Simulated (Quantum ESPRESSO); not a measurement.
## CoPd3: parallel moments in the primitive cell: start 1: ferro ++

Quantum ESPRESSO 7.5; PBE; plane waves with GBRV 1.5 PBE potentials, no spin-orbit coupling.

It takes space group Pmma (No. 51, orthorhombic). Conventional cell: a = 3.804 Å, b = 3.804 Å, c = 7.607 Å, α = 90.00°, β = 90.00°, γ = 90.00°. Nearest to Pd lie 6 Co at 2.69 Å and 6 Pd at 2.69 Å. Nearest to Co lie 10 Pd at 2.69 Å and 2 Co at 2.69 Å. Pd has 10 Pd at 2.69 Å and 2 Co at 2.69 Å nearest. Pd has 10 Pd at 2.69 Å and 2 Co at 2.69 Å nearest. Farther neighbours are not listed.

Spin moment in the atom's sphere by atom:

```tsv
atom	spin moment in the atom's sphere (μB)
Pd1	0.38
Co2	2.14
Pd3	0.38
Co4	2.14
Pd5	0.34
Pd6	0.27
Pd7	0.34
Pd8	0.27
```

Read from the output:

| Quantity | Value |
| --- | --- |
| smearing term TS | 0.08130 eV |
| magnetization | 6.027 μB |
| absolute magnetization | 6.586 μB |
| final state | ferromagnetic |

Spin density in the ac plane at fractional y = 0.500, with atoms of Co and Pd within 0.2 Å of it.

Ten even steps from '0' (0.0 e/Å³) to '9' (6.6 e/Å³), each cell a mean:
```
00000135200000
00000001000000
00000000000000
00000000000000
00000000000000
00000000000000
00000000000000
00000000000000
00000000000000
00000000000000
00000000000000
00000000000000
00000000000000
00000000000000
00000000000000
00000000000000
31000000000002
94100000000016
52000000000013
10000000000000
00000000000000
00000000000000
00000023100000
00000169410000
```
Columns run along a (3.8 Å), rows up along c (7.6 Å). Atoms in or near the plane, at fractional coordinates: Co at (0.50, 0.00), Co at (0.00, 0.25), Pd at (0.50, 0.50), Pd at (0.00, 0.75).

Valence density in the ac plane at fractional y = 0.500, with atoms of Co and Pd within 0.2 Å of it. It is the smooth field of the valence electrons, not physical close to the nuclei.

Ten steps, logarithmic in the rise over the least value, from '_' (-3 e/Å³) to '@' (42 e/Å³), each cell a mean:
```
==========**%%@@%%++========
==========++****++==========
============================
++++====================++++
****++==================****
__****++==============++****
**##**================++**##
****++==================++**
============================
==========++++++++==========
==========********++========
========++****__****++======
========++**##**##**========
==========++******++========
============================
++++======================++
%%##++==================++##
@@%%**==================##@@
@@##++==================**%%
**++====================++**
============================
============++++++==========
==========++##%%##++========
==========##@@@@%%**========
```
Columns run along a (3.8 Å), rows up along c (7.6 Å). Atoms in or near the plane, at fractional coordinates: Co at (0.50, 0.00), Co at (0.00, 0.25), Pd at (0.50, 0.50), Pd at (0.00, 0.75).

**Question.** Which input gives these results?

The system, level and task follow from the heading and the kind of results. Meshes, cutoffs and thresholds can't be read from the results; these are the ones that the run used.

The signs are those of the starting moments on the seeded atoms, the atoms that are given a moment.

Contents of pw.in:

```
&CONTROL
  calculation = 'scf'
  prefix = 'pwscf'
  outdir = './tmp'
  pseudo_dir = './pseudo'
  disk_io = 'nowf'
/
&SYSTEM
  ibrav = 0
  celldm(1) = 8
  nat = 8
  ntyp = 2
  ecutwfc = 40
  ecutrho = 280
  nbnd = 82
  occupations = 'smearing'
  smearing = 'fd'
  degauss = 0.00367493
  nspin = 2
  starting_magnetization(1) = 0
  starting_magnetization(2) = 0.1
/
&ELECTRONS
  conv_thr = 1.6d-08
  electron_maxstep = 150
  mixing_beta = 0.3
/
ATOMIC_SPECIES
Pd    106.4200 pd_pbe_v1.4.uspp.F.UPF
Co     58.9332 co_pbe_v1.2.uspp.F.UPF
CELL_PARAMETERS alat
   0.8985057183182    0.0000000000000    0.0000000000000
   0.0000000000000    0.8985057183182    0.0000000000000
   0.0000000000000    0.0000000000000    1.7970114366363
ATOMIC_POSITIONS crystal
Pd      0.0000000000    0.0000000000    0.0000000000
Co      0.5000000000    0.5000000000    0.0000000000
Pd      0.5000000000    0.0000000000    0.2500000000
Co      0.0000000000    0.5000000000    0.2500000000
Pd      0.0000000000    0.0000000000    0.5000000000
Pd      0.5000000000    0.5000000000    0.5000000000
Pd      0.5000000000    0.0000000000    0.7500000000
Pd      0.0000000000    0.5000000000    0.7500000000
K_POINTS automatic
9 9 5 0 0 0
```

Run with:

```console
$ OMP_NUM_THREADS=1 mpirun -n 4 pw.x -nk 4 -in pw.in > pw.out
```

[Logs and program files are shortened in this print: banners, set-up blocks, solver, clock and traceback lines can be left out without a mark of their own.]

[Logs are printed without paths, hosts, clocks, repeated set-up lines and the standing remarks that a program may print on its own settings, such as how far it seeks lower states.]

[Hosts, paths, dates, database ids (printed as entryN), source tags and the programs' standing remarks are cut or masked in the printed files.]

[Where a cell is said to come from a database of computed structures, the database is the Materials Project.]
